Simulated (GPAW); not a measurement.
## How all numerical settings together moves the magnetism of free-standing square Mo monolayer, spacing 3.069 A

Wanted: the cheapest choice of all numerical settings together that holds the magnetic results of free-standing square Mo monolayer, spacing 3.069 A.

Main program and level: GPAW 26.7.0; LDA; plane waves with GPAW's PAW setups, scalar-relativistic.

Report form: the programs' logs are mostly left out.

### Step 1. Set-up

The cell holds 1 atom: 1 Mo. Its edges and angles: a = 3.069 Å, b = 3.069 Å, c = 14.000 Å, α = 90.0°, β = 90.0°, γ = 90.0°. model lattice. Vacuum lies along c.

As a file:

```
Mo
1.0
     3.06900    0.00000    0.00000
     0.00000    3.06900    0.00000
     0.00000    0.00000   14.00000
Mo
1
Direct
  0.00000 0.00000 0.50000
```

### Step 2. Rung 1 (280 eV, mesh 4×4×1), start ferro +

Several settings change at once from rung to rung, from a quick look to a careful run; the headings and inputs name them.

order1.py reads:

```python
import json
import numpy as np
from ase import Atoms
from ase.parallel import paropen, parprint
from gpaw import GPAW

atoms = Atoms(['Mo'],
    cell=[[3.069, 0.0, 0.0],
         [0.0, 3.069, 0.0],
         [0.0, 0.0, 14.0]],
    scaled_positions=[[0.0, 0.0, 0.5]],
    pbc=True,
    magmoms=[1.0])
atoms.calc = GPAW(mode={'name': 'pw', 'ecut': 280},
    xc='LDA',
    kpts={'size': (4, 4, 1), 'gamma': True},
    occupations={'name': 'fermi-dirac', 'width': 0.2},
    convergence={'density': 1e-05, 'energy': 1e-05},
    maxiter=200,
    txt='order1.txt')
e = atoms.get_potential_energy(force_consistent=True)
res = {'free_energy': e, 'energy_sigma0': atoms.get_potential_energy(), 'fermi_energy': atoms.calc.get_fermi_level()}
res['moments'] = atoms.get_magnetic_moments().tolist()
res['total'] = atoms.get_magnetic_moment()
parprint('site moments (muB):', np.round(res['moments'], 3))
parprint(f"total moment: {res['total']:.3f} muB")
parprint(f'free energy: {e:.6f} eV')
atoms.calc.write('order1.gpw')
with paropen('results.json', 'w') as f:
    json.dump(res, f)
```

On the command line:

```bash
> OMP_NUM_THREADS=1 python3 order1.py > order1.log
```

The job ended after 5.2 s (1 MPI rank of Arm Neoverse V2, shared host; peak memory 0.14 GiB).

This step gave:

```yaml
magnetization: 2.306 μB
final_state: ferromagnetic
largest_moment: 1.690 μB
```

After 17 cycles the largest moment stands at 1.69 μB.

### Step 3. Rung 1 (280 eV, mesh 2×4×1), start antiferro q=(1/2,1/2,0) +-

The second start gives the energy difference between the two end states, the quantity that is followed up the ladder. Its q is in fractions of the reciprocal vectors of the first run's cell.

order2.py reads:

```python
import json
import numpy as np
from ase import Atoms
from ase.parallel import paropen, parprint
from gpaw import GPAW

atoms = Atoms(['Mo', 'Mo'],
    cell=[[6.138, 0.0, 0.0],
         [3.069, 3.069, 0.0],
         [0.0, 0.0, 14.0]],
    scaled_positions=[[0.0, 0.0, 0.5],
         [0.5, 0.0, 0.5]],
    pbc=True,
    magmoms=[1.0, -1.0])
atoms.calc = GPAW(mode={'name': 'pw', 'ecut': 280},
    xc='LDA',
    kpts={'size': (2, 4, 1), 'gamma': True},
    occupations={'name': 'fermi-dirac', 'width': 0.2},
    convergence={'density': 1e-05, 'energy': 1e-05},
    maxiter=200,
    txt='order2.txt')
e = atoms.get_potential_energy(force_consistent=True)
res = {'free_energy': e, 'energy_sigma0': atoms.get_potential_energy(), 'fermi_energy': atoms.calc.get_fermi_level()}
res['moments'] = atoms.get_magnetic_moments().tolist()
res['total'] = atoms.get_magnetic_moment()
parprint('site moments (muB):', np.round(res['moments'], 3))
parprint(f"total moment: {res['total']:.3f} muB")
parprint(f'free energy: {e:.6f} eV')
atoms.calc.write('order2.gpw')
with paropen('results.json', 'w') as f:
    json.dump(res, f)
```

On the command line:

```bash
> OMP_NUM_THREADS=1 python3 order2.py > order2.log
```

Wall time 20 s (1 MPI rank); peak memory 0.19 GiB.

Read from the output:

- magnetization: 0 μB
- final state: antiferromagnetic
- largest moment: 2.650 μB

This start lies -280.3 meV a seeded atom from the first; its largest moment is 2.65 μB.

### Step 4. Rung 2 (380 eV, mesh 6×6×1), start ferro +

order1.py is the script of step 2 with these lines changed:

```diff
@@ -13,6 +13,6 @@
     magmoms=[1.0])
-atoms.calc = GPAW(mode={'name': 'pw', 'ecut': 280},
+atoms.calc = GPAW(mode={'name': 'pw', 'ecut': 380},
     xc='LDA',
-    kpts={'size': (4, 4, 1), 'gamma': True},
-    occupations={'name': 'fermi-dirac', 'width': 0.2},
+    kpts={'size': (6, 6, 1), 'gamma': True},
+    occupations={'name': 'fermi-dirac', 'width': 0.15},
     convergence={'density': 1e-05, 'energy': 1e-05},
```

On the command line:

```bash
> OMP_NUM_THREADS=1 python3 order1.py > order1.log
```

Elapsed: 12 s, on 1 MPI rank; peak memory 0.15 GiB.

Numbers from this step:

| Property | Result |
| --- | --- |
| magnetization | 1.444 μB |
| final state | ferromagnetic |
| largest moment | 1.024 μB |

The largest moment moves by -0.67 μB from rung 1, at 2.2 times its CPU time.

### Step 5. Rung 2 (380 eV, mesh 3×6×1), start antiferro q=(1/2,1/2,0) +-

order2.py is the script of step 3 with these lines changed:

```diff
@@ -14,6 +14,6 @@
     magmoms=[1.0, -1.0])
-atoms.calc = GPAW(mode={'name': 'pw', 'ecut': 280},
+atoms.calc = GPAW(mode={'name': 'pw', 'ecut': 380},
     xc='LDA',
-    kpts={'size': (2, 4, 1), 'gamma': True},
-    occupations={'name': 'fermi-dirac', 'width': 0.2},
+    kpts={'size': (3, 6, 1), 'gamma': True},
+    occupations={'name': 'fermi-dirac', 'width': 0.15},
     convergence={'density': 1e-05, 'energy': 1e-05},
```

On the command line:

```bash
> OMP_NUM_THREADS=1 python3 order2.py > order2.log
```

Wall time 47 s (1 MPI rank); peak memory 0.25 GiB.

Read from the output:

```yaml
magnetization: 0 μB
final_state: antiferromagnetic
largest_moment: 2.570 μB
```

This start lies -356.3 meV a seeded atom from the first, a change of -76.0 meV since rung 1; its largest moment is 2.57 μB.

### Step 6. Rung 3 (500 eV, mesh 8×8×1), start ferro +

order1.py is the script of step 4 with these lines changed:

```diff
@@ -13,6 +13,6 @@
     magmoms=[1.0])
-atoms.calc = GPAW(mode={'name': 'pw', 'ecut': 380},
+atoms.calc = GPAW(mode={'name': 'pw', 'ecut': 500},
     xc='LDA',
-    kpts={'size': (6, 6, 1), 'gamma': True},
-    occupations={'name': 'fermi-dirac', 'width': 0.15},
+    kpts={'size': (8, 8, 1), 'gamma': True},
+    occupations={'name': 'fermi-dirac', 'width': 0.1},
     convergence={'density': 1e-05, 'energy': 1e-05},
```

On the command line:

```bash
> OMP_NUM_THREADS=1 python3 order1.py > order1.log
```

Elapsed: 20 s, on 1 MPI rank; peak memory 0.19 GiB.

Numbers from this step:

```
magnetization  : 2.078 μB
final state    : ferromagnetic
largest moment : 1.502 μB
```

The largest moment moves by +0.48 μB from rung 2, at 1.7 times its CPU time.

### Step 7. Rung 3 (500 eV, mesh 4×8×1), start antiferro q=(1/2,1/2,0) +-

order2.py is the script of step 5 with these lines changed:

```diff
@@ -14,6 +14,6 @@
     magmoms=[1.0, -1.0])
-atoms.calc = GPAW(mode={'name': 'pw', 'ecut': 380},
+atoms.calc = GPAW(mode={'name': 'pw', 'ecut': 500},
     xc='LDA',
-    kpts={'size': (3, 6, 1), 'gamma': True},
-    occupations={'name': 'fermi-dirac', 'width': 0.15},
+    kpts={'size': (4, 8, 1), 'gamma': True},
+    occupations={'name': 'fermi-dirac', 'width': 0.1},
     convergence={'density': 1e-05, 'energy': 1e-05},
```

On the command line:

```bash
> OMP_NUM_THREADS=1 python3 order2.py > order2.log
```

Wall time 81 s (1 MPI rank); peak memory 0.35 GiB.

Read from the output:

```
magnetization  : 0 μB
final state    : antiferromagnetic
largest moment : 2.703 μB
```

This start lies -410.9 meV a seeded atom from the first, a change of -54.7 meV since rung 2; its largest moment is 2.70 μB.

### Step 8. Rung 4 (700 eV, mesh 10×10×1), start ferro +

order1.py is the script of step 6 with these lines changed:

```diff
@@ -13,6 +13,6 @@
     magmoms=[1.0])
-atoms.calc = GPAW(mode={'name': 'pw', 'ecut': 500},
+atoms.calc = GPAW(mode={'name': 'pw', 'ecut': 700},
     xc='LDA',
-    kpts={'size': (8, 8, 1), 'gamma': True},
-    occupations={'name': 'fermi-dirac', 'width': 0.1},
+    kpts={'size': (10, 10, 1), 'gamma': True},
+    occupations={'name': 'fermi-dirac', 'width': 0.05},
     convergence={'density': 1e-05, 'energy': 1e-05},
```

On the command line:

```bash
> OMP_NUM_THREADS=1 python3 order1.py > order1.log
```

Wall time 49 s (1 MPI rank); peak memory 0.27 GiB.

Read from the output:

* magnetization: 1.507 μB
* final state: ferromagnetic
* largest moment: 1.084 μB

The largest moment moves by -0.42 μB from rung 3, at 2.4 times its CPU time.

### Step 9. Rung 4 (700 eV, mesh 5×10×1), start antiferro q=(1/2,1/2,0) +-

order2.py is the script of step 7 with these lines changed:

```diff
@@ -14,6 +14,6 @@
     magmoms=[1.0, -1.0])
-atoms.calc = GPAW(mode={'name': 'pw', 'ecut': 500},
+atoms.calc = GPAW(mode={'name': 'pw', 'ecut': 700},
     xc='LDA',
-    kpts={'size': (4, 8, 1), 'gamma': True},
-    occupations={'name': 'fermi-dirac', 'width': 0.1},
+    kpts={'size': (5, 10, 1), 'gamma': True},
+    occupations={'name': 'fermi-dirac', 'width': 0.05},
     convergence={'density': 1e-05, 'energy': 1e-05},
```

On the command line:

```bash
> OMP_NUM_THREADS=1 python3 order2.py > order2.log
```

Run time: 4.3 min. Hardware: 1 MPI rank; peak memory 0.59 GiB.

Numbers from this step:

| Item | Value |
| --- | --- |
| magnetization | 0 μB |
| final state | antiferromagnetic |
| largest moment | 2.718 μB |

This start lies -445.2 meV a seeded atom from the first, a change of -34.2 meV since rung 3; its largest moment is 2.72 μB.

### Step 10. Another try

A slip in the input shows what the program catches and what it lets pass.

run.py reads:

```python
import json
import numpy as np
from ase import Atoms
from ase.parallel import paropen, parprint
from gpaw import GPAW

atoms = Atoms(['Mo'],
    cell=[[3.069, 0.0, 0.0],
         [0.0, 3.069, 0.0],
         [0.0, 0.0, 14.0]],
    scaled_positions=[[0.0, 0.0, 0.5]],
    pbc=True,
    magmoms=[1.0])
atoms.calc = GPAW(mode={'name': 'pw', 'ecut': 550},
    xc='LDA',
    kpts={'size': (10, 10, 1), 'gamma': True},
    occupations={'name': 'fermi-dirac', 'width': 0.05},
    convergence={'density': 1e-05, 'energy': 1e-05},
    maxiter=100,
    mixer={'method': 'separate', 'backend': 'pulay', 'beta': 1.0, 'nmaxold': 1, 'weight': 1},
    txt='run.txt')
e = atoms.get_potential_energy(force_consistent=True)
res = {'free_energy': e, 'energy_sigma0': atoms.get_potential_energy(), 'fermi_energy': atoms.calc.get_fermi_level()}
res['moments'] = atoms.get_magnetic_moments().tolist()
res['total'] = atoms.get_magnetic_moment()
parprint('site moments (muB):', np.round(res['moments'], 3))
parprint(f"total moment: {res['total']:.3f} muB")
parprint(f'free energy: {e:.6f} eV')
atoms.calc.write('run.gpw')
with paropen('results.json', 'w') as f:
    json.dump(res, f)
```

On the command line:

```bash
> OMP_NUM_THREADS=1 python3 run.py > run.log
```

Wall time 4 min (1 MPI rank); peak memory 0.2 GiB.

The run was cut off at its time limit.

The fault put into the input: mixing far too strong.

Taking so much of each cycle's output makes the cycles overshoot; a small step or a mixer with history is the cure.

### Step 11. Side by side

Ladder, by row:

| rung | cutoff (eV) | mesh | smearing (eV) | state from the first start | state from the second start | second less first (meV a seeded atom) | moment, first (μB) | moment, second (μB) | CPU time (s) |
| --- | --- | --- | --- | --- | --- | --- | --- | --- | --- |
| 1 | 280 | 4x4x1 | 0.2 | ferromagnetic | antiferromagnetic | -280.3 | 1.69 | 2.65 | 25.09 |
| 2 | 380 | 6x6x1 | 0.15 | ferromagnetic | antiferromagnetic | -356.3 | 1.024 | 2.57 | 58.97 |
| 3 | 500 | 8x8x1 | 0.1 | ferromagnetic | antiferromagnetic | -410.9 | 1.502 | 2.703 | 101.3 |
| 4 | 700 | 10x10x1 | 0.05 | ferromagnetic | antiferromagnetic | -445.2 | 1.084 | 2.718 | 303.8 |

### Step 12. Outcome

| Property | Result |
| --- | --- |
| range of the moment in the table, second start | 2.57 to 2.72 μB |
| range of CPU time | 25 s to 5.1 min |
| range of the energy difference | -445 to -280 meV a seeded atom |

Only the last rung can serve as the reference, and the rung before it is still 34 meV away, so convergence is not shown. The second start ends lower on every rung of the table; whether functional and cell give the true order is another question.

[Logs and program files are shortened in this print: banners, set-up blocks, solver, clock and traceback lines can be left out without a mark of their own.]

[Logs are printed without paths, hosts, clocks, repeated set-up lines and the standing remarks that a program may print on its own settings, such as how far it seeks lower states.]

[Hosts, paths, dates, database ids (printed as entryN), source tags and the programs' standing remarks are cut or masked in the printed files.]

[Where a cell is said to come from a database of computed structures, the database is the Materials Project.]
